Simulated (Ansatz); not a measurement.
# (KCl)2(NaI)1 [001] superlattice, started as rocksalt type: following an unstable mode

Which phase does (KCl)2(NaI)1 [001] superlattice, started as rocksalt type fall into along its unstable mode, and how much energy does it gain?

Program: Ansatz 0.2.0. Level of theory: DFT PBE, scalar-relativistic, plane waves, PAW. Results are calculated unless marked as measured.

The structure was built from a prototype and need not be the compound's stable phase.

### 1. Set-up

The structure is tetragonal, space group I4/mmm (No. 139). The conventional cell has a = 4.526 Å, b = 4.526 Å, c = 19.676 Å, α = 90.00°, β = 90.00°, γ = 90.00°. Nearest to Cl lie 5 K at 3.18 to 3.21 Å and 1 Na at 3.23 Å. Nearest to I lie 4 Na at 3.20 Å and 2 K at 3.43 Å. K has 5 Cl at 3.18 to 3.21 Å and 1 I at 3.43 Å nearest. Nearest to Na lie 4 I at 3.20 Å and 2 Cl at 3.23 Å. Farther neighbours and most contacts between anions are not listed.

### 2. Linear response at the zone centre

The cell comes from relaxations at this level that are not shown. The zone centre is the only wavevector solved here; it holds the modes that light can see, as far as symmetry allows. The response to a homogeneous field gives the Born charges and the dielectric tensor, and its change with displacement the Raman tensors.

The input, input.yaml:

```yaml
crystal:
  lattice:
    - [3.2007007327, 3.2007007327, 0.0]
    - [-3.2007007327, 3.2007007327, 0.0]
    - [3.2007007327, 0.0, 9.8380085086]
  atoms:
    - { symbol: Cl, position: [0.5024928553, 0.4975071447, -0.0049857106] }
    - { symbol: Cl, position: [0.830840478, 0.169159522, 0.3383190439] }
    - { symbol: I, position: [0.1666666667, 0.8333333333, 0.6666666667] }
    - { symbol: K, position: [-0.0075028515, 0.0075028515, 0.015005703] }
    - { symbol: K, position: [0.3408361848, 0.6591638152, 0.3183276304] }
    - { symbol: Na, position: [0.6666666667, 0.3333333333, 0.6666666667] }
kpoints:
  mp_grid: { grid: [4, 4, 4] }
hamiltonian:
  xc: pbe
scf:
  occupations: { method: fixed }
output:
  eigenvalues: true
phonons:
  method: dfpt
  dielectric: true
  rigid_motions: translations
  raman: true
```

The run is started by

```
$ ansatz run input.yaml --threads 8 --pin off --max-ram 14336MiB --backend cpu --events-out ev --progress --plain --runs-dir out
```

Numbers of over 12 decimals in the logs are rounded to 6 here.

Log:

```text
Warning: crystal.symmetry: narrowed to the stabiliser of the run's FFT grids — unitary ops 16 → 4. A phonons.method: dfpt run fills in the rows of the dynamical matrix that it does not solve by its symmetry operations, which is exact only for operations that map its FFT grids onto themselves: filled in by any other, the frequencies could depend on the order in which like atoms are typed, or, by more than the grids' own error, on where the crystal sits among the grids' points. Excluded: 12 operations. The run can therefore solve more perturbations, solve them on more k-points, or both, and cost more. [rest of the remark cut]
Engine: ansatz 0.2.0, x86_64-unknown-linux-gnu
Pseudopotentials: kind: paw
Pseudopotential: Cl, paw, valence charge 7, recommended cutoff 420 eV (normal), Cl.paw.azcp
Pseudopotential: I, paw, valence charge 17, recommended cutoff 420 eV (normal), I.paw.azcp
Pseudopotential: K, paw, valence charge 9, recommended cutoff 420 eV (normal), K.paw.azcp
Pseudopotential: Na, paw, valence charge 9, recommended cutoff 420 eV (normal), Na.paw.azcp
Functional definition: PBE
  parameter kappa = 0.804
  parameter beta = 0.066725
  exchange = pbe_x(kappa = kappa, mu = beta*pi^2/3)
  correlation = pbe_c(beta = beta)
Crystal: 6 atoms, lattice volume = 201.571 Å³
Basis set: ecut = 420 eV, 3945 PW (Γ), exchange–correlation on 72×72×144 points (8 copies of the dense FFT grid, shifted against one another)
Bands: 35, of which v1, the nominal top of the filled ones, is band 29 counted from 1 (28 counted from 0)
Symmetry: 16 space group operations
k-points: 36 of 64 (irreducible under 1 space group operation, time reversal used)
Non-local potential: Cl, projectors of the file, l = 0: 2, l = 1: 2, l = 2: 2
Non-local potential: I, projectors of the file, l = 0: 2, l = 1: 2, l = 2: 2, l = 3: 2
Non-local potential: K, projectors of the file, l = 0: 3, l = 1: 2, l = 2: 2
Non-local potential: Na, projectors of the file, l = 0: 3, l = 1: 2, l = 2: 1
PAW form: soft (Blöchl's): semilocal exchange-correlation on the pseudo side does not see the compensation charge
PAW one-centre angular grid: Cl, 110 points (default); XC on 64 Gauss nodes
PAW one-centre angular grid: I, 590 points (default); XC on 64 Gauss nodes
PAW one-centre angular grid: K, 110 points (default); XC on 64 Gauss nodes
PAW one-centre angular grid: Na, 110 points (default); XC on 64 Gauss nodes
Initial density: superposition of atomic densities (neutral atoms: chi_scale 0, normalization atom), corrected by the library's trained network
Initial wavefunctions: pseudopotential atomic-orbital guess
Functional: x = pbe(κ = 0.804, μ = 0.219515), c = pbe(β = 0.066725)
SCF iter   1: F=—  HF=-14244.220406 eV  |F-HF|=—  |Δ(HF+E_count)|=         —  Δρ=4.23e-4  dr2=1.88e-3  ethr=1.77e-3  ⟨swp⟩=5.9  Hψ=4599  notcnv=0  defer=136
preconditioner: auto → Resta (q_TF=auto, 2.217 Å⁻¹)  ε∞=2.5  [insulator: Δε(μ)=4.103 eV  Ē_g=12.977 eV  n_scr=42 (ndim 8)  ℏωp=15.7 eV  f_vac=0.105  ε∞_Penn≈2.5]
SCF iter   2: F=—  HF=-14244.217146 eV  |F-HF|=—  |Δ(HF+E_count)|=   3.26e-3  Δρ=2.91e-4  dr2=4.90e-4  ethr=3.23e-6  ⟨swp⟩=3.3  Hψ=2792  notcnv=0  defer=143
SCF iter   3: F=—  HF=-14244.217028 eV  |F-HF|=—  |Δ(HF+E_count)|=   1.19e-4  Δρ=1.14e-4  dr2=1.03e-4  ethr=8.44e-7  ⟨swp⟩=2.1  Hψ=2280  notcnv=0  defer=143
SCF iter   4: F=—  HF=-14244.217015 eV  |F-HF|=—  |Δ(HF+E_count)|=   1.22e-5  Δρ=5.86e-5  dr2=1.06e-5  ethr=1.77e-7  ⟨swp⟩=2.0  Hψ=1615  notcnv=0  defer=143
SCF iter   5: F=—  HF=-14244.217010 eV  |F-HF|=—  |Δ(HF+E_count)|=   5.42e-6  Δρ=1.35e-5  dr2=4.43e-7  ethr=1.82e-8  ⟨swp⟩=2.0  Hψ=2204  notcnv=0  defer=143
SCF iter   6: F=—  HF=-14244.217151 eV  |F-HF|=—  |Δ(HF+E_count)|=   1.41e-4  Δρ=6.89e-6  dr2=5.25e-8  ethr=7.64e-10  ⟨swp⟩=2.0  Hψ=2241  notcnv=0  defer=141
SCF iter   7: F=—  HF=-14244.217151 eV  |F-HF|=—  |Δ(HF+E_count)|=   1.20e-8  Δρ=2.38e-6  dr2=8.24e-9  ethr=9.05e-11  ⟨swp⟩=2.3  Hψ=2015  notcnv=0  defer=141
SCF iter   8: F=—  HF=-14244.217151 eV  |F-HF|=—  |Δ(HF+E_count)|=  9.13e-10  Δρ=3.29e-7  dr2=2.32e-10  ethr=1.42e-11  ⟨swp⟩=2.0  Hψ=2203  notcnv=0  defer=141
SCF iter   9: F=-14244.217151 eV  HF=-14244.217151 eV  |F-HF|=1.82e-12  |Δ(HF+E_count)|=  8.73e-11  Δρ=9.19e-8  dr2=1.47e-11  ethr=1.00e-12  ⟨swp⟩=17.4  Hψ=9755  notcnv=0
SCF 1 converged in 9 iterations: F = -14244.217151 eV  dr2 = 1.47e-11
  greatest PAW one-centre occupation: 0.999 electrons in one spin orbital (limit 2), on the Na atom at site 5 (counted from 0), in its partial waves of l = 0
NSCF: frozen V_eff on 3 k-points
DFPT response loops at Γ: preconditioner auto → Resta (q_TF=auto, 2.217 Å⁻¹)  ε∞=3.8 (no band partly filled); β = 1.00, the filter's whole step (`scf.mixing.beta` (0.50) is not read by the response loops at its default; to damp them type it under 1.00, their step now; it binds the ground state too); Broyden in place of MSR1
── the response to a field inside a basis, on 8×8×4 k-points: an SCF that follows is theirs, and a resumed run solves both again ──
Bands: 30, of which v1, the nominal top of the filled ones, is band 29 counted from 1 (28 counted from 0)
k-points: 72 of 256 (irreducible under 4 space group operations)
Initial density: handed on by an earlier stage of this run
Initial wavefunctions: pseudopotential atomic-orbital guess (no wavefunctions were taken with the density)
Eigensolver: Dense (72 Hₖ)
SCF iter   1: F=—  HF=-14244.174880 eV  |F-HF|=—  |Δ(HF+E_count)|=         —  Δρ=1.86e-4  dr2=2.41e-5  ethr=1.00e-1
preconditioner: auto → Resta (q_TF=auto, 2.217 Å⁻¹)  ε∞=2.7  [insulator: Δε(μ)=4.281 eV  Ē_g=11.895 eV  n_scr=42 (ndim 8)  ℏωp=15.7 eV  f_vac=0.104  ε∞_Penn≈2.7]
SCF iter   2: F=—  HF=-14244.174893 eV  |F-HF|=—  |Δ(HF+E_count)|=   1.31e-5  Δρ=9.74e-5  dr2=6.82e-6  ethr=4.16e-8
SCF iter   3: F=—  HF=-14244.174899 eV  |F-HF|=—  |Δ(HF+E_count)|=   5.82e-6  Δρ=6.70e-6  dr2=8.88e-8  ethr=1.18e-8
SCF iter   4: F=—  HF=-14244.174899 eV  |F-HF|=—  |Δ(HF+E_count)|=   5.66e-8  Δρ=2.01e-6  dr2=1.17e-8  ethr=1.53e-10
SCF iter   5: F=—  HF=-14244.174899 eV  |F-HF|=—  |Δ(HF+E_count)|=   6.30e-9  Δρ=3.94e-7  dr2=4.42e-10  ethr=2.01e-11
SCF iter   6: F=-14244.174899 eV  HF=-14244.174899 eV  |F-HF|=1.64e-11  |Δ(HF+E_count)|=  8.57e-10  Δρ=1.42e-7  dr2=3.38e-11  ethr=1.00e-12
SCF 1 converged in 6 iterations: F = -14244.174899 eV  dr2 = 3.38e-11
DFPT response loops at Γ: preconditioner auto → Resta (q_TF=auto, 2.217 Å⁻¹)  ε∞=3.7 (no band partly filled); β = 1.00, the filter's whole step (`scf.mixing.beta` (0.50) is not read by the response loops at its default; to damp them type it under 1.00, their step now; it binds the ground state too); Broyden in place of MSR1
DFPT response loops at Γ: mixed as the last ones told, above
WARN: field response: ε∞ stands inside a basis, on 8×8×4 points; the force constants stand on the 4×4×4 k-mesh, whose period is 12.10 times the interband length at k = (0.0000, 0.0000, 0.0000), direct gap 4.134 eV, under 14: take them and everything formed from them as unconverged, and compare with a denser kpoints.mp_grid
SCF converged after 9 iterations
Free energy (F): -14244.217151 eV
Harris-Foulkes:  -14244.217151 eV  (|F-HF|=1.82e-12)
Internal energy: -14244.217151 eV  (E = F + TS)
E sigma→0 (E₀):  -14244.217151 eV
Fermi energy:    1.671061 eV
--- Per-component energies (eV) ---
  E_band       = -904.737758
  E_kinetic    = 1140.975693
  E_local      = -5507.701849  (includes V_loc(G=0)·N_el)
  E_nonlocal   = 107.032049
  E_hartree    = 2309.602624
  E_xc         = -653.226675
  E_vxc        = -754.500150  (∫ρ·V_xc dr)
  E_paw        = -7962.742426  (= ΣΔE_a)
  E_vpaw       = -509.748754  (= ΣTr[D̂ρ^β])
  E_aug_tail   = 0.000136  (compensation charges beyond the density's cutoff)
  E_ewald      = -3678.156704
  E_smearing   = -0.000000  (= −TS)
  E_closure    = -0.000000  (closes the sum)
  Σ components = -14244.217151   (vs F -14244.217151, Δ=0.00e0)
--- Band table (eV; the first three rows and the last of 36) ---
  k-point 0: bands = [... 25 lower, 0.8731, 1.3722, 1.5931, 1.5931, 5.7273, 7.2835, 7.7584, 7.9685, ... 2 higher]
  k-point 1: bands = [... 25 lower, 0.8903, 1.2405, 1.5884, 1.5884, 5.9321, 7.0496, 7.6100, 8.2543, ... 2 higher]
  k-point 2: bands = [... 25 lower, 0.9028, 1.0687, 1.5836, 1.5836, 6.2545, 6.7174, 7.5359, 8.1920, ... 2 higher]
  k-point 35: bands = [... 25 lower, 0.6221, 0.7414, 0.8455, 1.3331, 6.8514, 7.4824, 8.0853, 8.3097, ... 2 higher]
--- Phonons (Γ-DFPT): 12 representative perturbations + reference, on 36 of 64 k-points (Σ response iterations 46) ---
  ASR residual: 5.835e-4 → 0.000e0 eV/Å²; symmetrization residual: 4.996e-6 eV/Å²
  The last average, over the group as it would stand without the narrowing to the FFT grids, took up to 1.147e-6 eV/Å² of the zone centre's force constants
  ASR residual per site (eV/Å²): 1.96e-4 1.96e-4 1.50e-4 9.22e-5 9.22e-5 5.84e-4
  Γ frequencies (cm⁻¹): -49.50 0.00 0.00 0.00 36.41 36.41 51.83 51.83 93.61 111.09 121.11 121.11 123.42 123.42 128.29 128.29 134.35 135.46
  ε∞ (high-frequency dielectric tensor):
        2.608578     0.000000     0.000000
        0.000000     2.608578     0.000000
        0.000000     0.000000     2.543187
  softest optical mode at Γ: -49.50 cm⁻¹; the repairs (sum rule, projections) moved no ω² at Γ by more than (2.87 cm⁻¹)²
  Born effective charges Z* (e; rows j = field, columns β = displacement):
    site 0:
        -1.16516    0.00000    0.00000
         0.00000   -1.16516   -0.00000
         0.00000   -0.00000   -1.25468
    site 1:
        -1.16516    0.00000   -0.00000
        -0.00000   -1.16516   -0.00000
        -0.00000   -0.00000   -1.25468
    site 2:
        -1.15975   -0.00000    0.00000
         0.00000   -1.15975   -0.00000
        -0.00000   -0.00000   -0.84175
    site 3:
         1.11603   -0.00000    0.00000
        -0.00000    1.11603    0.00000
         0.00000    0.00000    1.19355
    site 4:
         1.11603   -0.00000   -0.00000
        -0.00000    1.11603    0.00000
        -0.00000    0.00000    1.19355
    site 5:
         1.25801   -0.00000   -0.00000
        -0.00000    1.25801    0.00000
         0.00000    0.00000    0.96401
  Z* charge neutrality: 7.525e-3 e pre-enforcement
  solved inside a basis spanned on kpoints, on 8×8×4 k-points: ε∞ is read to err by 8.1e-3, Z* by 2.0e-2 e (field_mesh: kpoints solves on kpoints); Z* is corrected for what the basis lacks
  Raman tensors (in the event stream and the table raman_tensors.tsv): an entry may err by 4.0e-2 Å², one of the second-order susceptibility by 3.2e-19 pm/V (basis, points and sum rule); their sum over the sites missed zero by 1.110e-16 Å² ahead of its enforcement
  optical modes at Γ without the LO–TO term, one row a degenerate level:
      ω (cm⁻¹)  modes    IR ((D/Å)²/amu)  static Raman (Å⁴/amu)  depolarisation
        -49.50      1             2.2924                 0.0000               —
         36.41      2             0.0584                 0.0000               —
         51.83      2             0.0000                 0.0373           0.750
         93.61      1             0.0374                 0.0000               —
        111.09      1             0.0000                 0.0360           0.141
        121.11      2             4.8558                 0.0000               —
        123.42      2             0.0000                 0.1045           0.750
        128.29      2             5.2251                 0.0000               —
        134.35      1             0.0000                 0.4995           0.009
        135.46      1             2.4618                 0.0000               —
  optical modes at Γ + LO–TO along q̂ = [1.0000, 0.0000, 0.0000]:
      ω (cm⁻¹)  modes    IR ((D/Å)²/amu)  static Raman (Å⁴/amu)  depolarisation
        -49.50      1             2.2924                 0.0000               —
         36.41      1             0.0292                 0.0000               —
         37.07      1             0.0049                 0.0000               —
         51.83      2             0.0000                 0.0373           0.750
         93.61      1             0.0374                 0.0000               —
        111.09      1             0.0000                 0.0360           0.141
        121.11      1             2.4279                 0.0000               —
        123.42      2             0.0000                 0.1045           0.750
        124.46      1             0.0095                 0.0000               —
        128.29      1             2.6125                 0.0000               —
        134.35      1             0.0000                 0.4995           0.009
        135.46      1             2.4618                 0.0000               —
        190.13      1             5.0552                 0.0000               —
  optical modes at Γ + LO–TO along q̂ = [0.0000, 1.0000, 0.0000]:
      ω (cm⁻¹)  modes    IR ((D/Å)²/amu)  static Raman (Å⁴/amu)  depolarisation
        -49.50      1             2.2924                 0.0000               —
         36.41      1             0.0292                 0.0000               —
         37.07      1             0.0049                 0.0000               —
         51.83      2             0.0000                 0.0373           0.750
         93.61      1             0.0374                 0.0000               —
        111.09      1             0.0000                 0.0360           0.141
        121.11      1             2.4279                 0.0000               —
        123.42      2             0.0000                 0.1045           0.750
        124.46      1             0.0095                 0.0000               —
        128.29      1             2.6125                 0.0000               —
        134.35      1             0.0000                 0.4995           0.009
        135.46      1             2.4618                 0.0000               —
        190.13      1             5.0552                 0.0000               —
  optical modes at Γ + LO–TO along q̂ = [0.0000, 0.0000, 1.0000]:
      ω (cm⁻¹)  modes    IR ((D/Å)²/amu)  static Raman (Å⁴/amu)  depolarisation
         36.41      2             0.0584                 0.0000               —
         51.83      2             0.0000                 0.0373           0.750
         56.16      1             0.6810                 0.0000               —
         94.27      1             0.0238                 0.0000               —
        111.09      1             0.0000                 0.0360           0.141
        121.11      2             4.8558                 0.0000               —
        123.42      2             0.0000                 0.1045           0.750
        128.29      2             5.2251                 0.0000               —
        134.35      1             0.0000                 0.4995           0.009
        180.43      1             4.0869                 0.0000               —
```

It took 3.7 min on 8 threads of Intel Xeon Platinum 8488C (Sapphire Rapids), shared host; peak memory 3.6 GiB; 27 min of CPU time.

A gap read on the k-mesh alone can miss the band edges.

Numbers from this step:

- gap on the k-mesh: 4.056 eV
- volume per atom: 33.60 Å³
- sum-rule residual before enforcement: 5.84e-4 eV/Å²
- miss of the charge sum rule: 0.007525 e
- estimated error of the dielectric tensor: 0.008088
- estimated error of the Born charges: 0.01970 e
- point group: 4/mmm
- highest optical mode at the zone centre (no LO-TO term): 135.5 cm⁻¹
- lowest optical zone-centre mode: -49.5 cm⁻¹
- mean high-frequency dielectric constant: 2.587
- largest Born charge (third of the trace): -1.195 e
- top of the zone-centre spectrum with the field: 190.1 cm⁻¹

Without the LO-TO term. Patterns of degenerate modes are one choice out of their space. Modes at Γ, with each element's share of the kinetic energy (negative means imaginary):

```
mode  frequency (cm⁻¹)  symmetry  Cl %  I %  K %  Na %
   1             -49.5       A2u    23    0    0    77
   2               0.0  acoustic    24   42   26     8
   3               0.0  acoustic    24   42   26     8
   4               0.0  acoustic    24   42   26     8
   5              36.4        Eu    19   45   31     4
   6              36.4        Eu    19   45   31     4
   7              51.8        Eg    43    0   57     0
   8              51.8        Eg    43    0   57     0
   9              93.6       A2u    27   56    9     8
  10             111.1       A1g    87    0   13     0
  11             121.1        Eu    55    1   42     2
  12             121.1        Eu    55    1   42     2
  13             123.4        Eg    57    0   43     0
  14             123.4        Eg    57    0   43     0
  15             128.3        Eu     2   11    0    86
  16             128.3        Eu     2   11    0    86
  17             134.3       A1g    13    0   87     0
  18             135.5       A2u    27    2   65     7
```

Displacements in mode 1 (-49.5 cm⁻¹), the largest set to 1:
```
Cl1  0.00  0.00 -0.31
Cl2  0.00  0.00 -0.31
I3   0.00  0.00  0.00
K4   0.00  0.00 -0.01
K5   0.00  0.00 -0.01
Na6  0.00  0.00  1.00
```

Displacements in mode 6 (36.4 cm⁻¹), the largest set to 1:
```
Cl1 -0.81  0.00  0.00
Cl2 -0.81  0.00  0.00
I3   0.94  0.00  0.00
K4  -1.00  0.00  0.00
K5  -1.00  0.00  0.00
Na6  0.69  0.00  0.00
```

Before it was imposed, the acoustic sum rule was missed by 5.8e-4 eV/Å² and the charge sum rule by 0.0075 e. Small misses are needed for a sound result but don't prove that mesh and cutoff are converged. The lowest optical mode is imaginary, 49.5i cm⁻¹, so the energy falls along it.

The log warns of the k mesh: “the force constants stand on the 4×4×4 k-mesh, whose period is 12.10 times the interband length at k = (0.0000, 0.0000, 0.0000), direct gap 4.134 eV, under 14: take them and everything formed from them as unconverged”.

[end of part 1 of 3]

[Logs are printed without paths, hosts, clocks, repeated set-up lines and the standing remarks that a program may print on its own settings, such as how far it seeks lower states.]

[Hosts, paths, dates, database ids (printed as entryN), source tags and the programs' standing remarks are cut or masked in the printed files.]
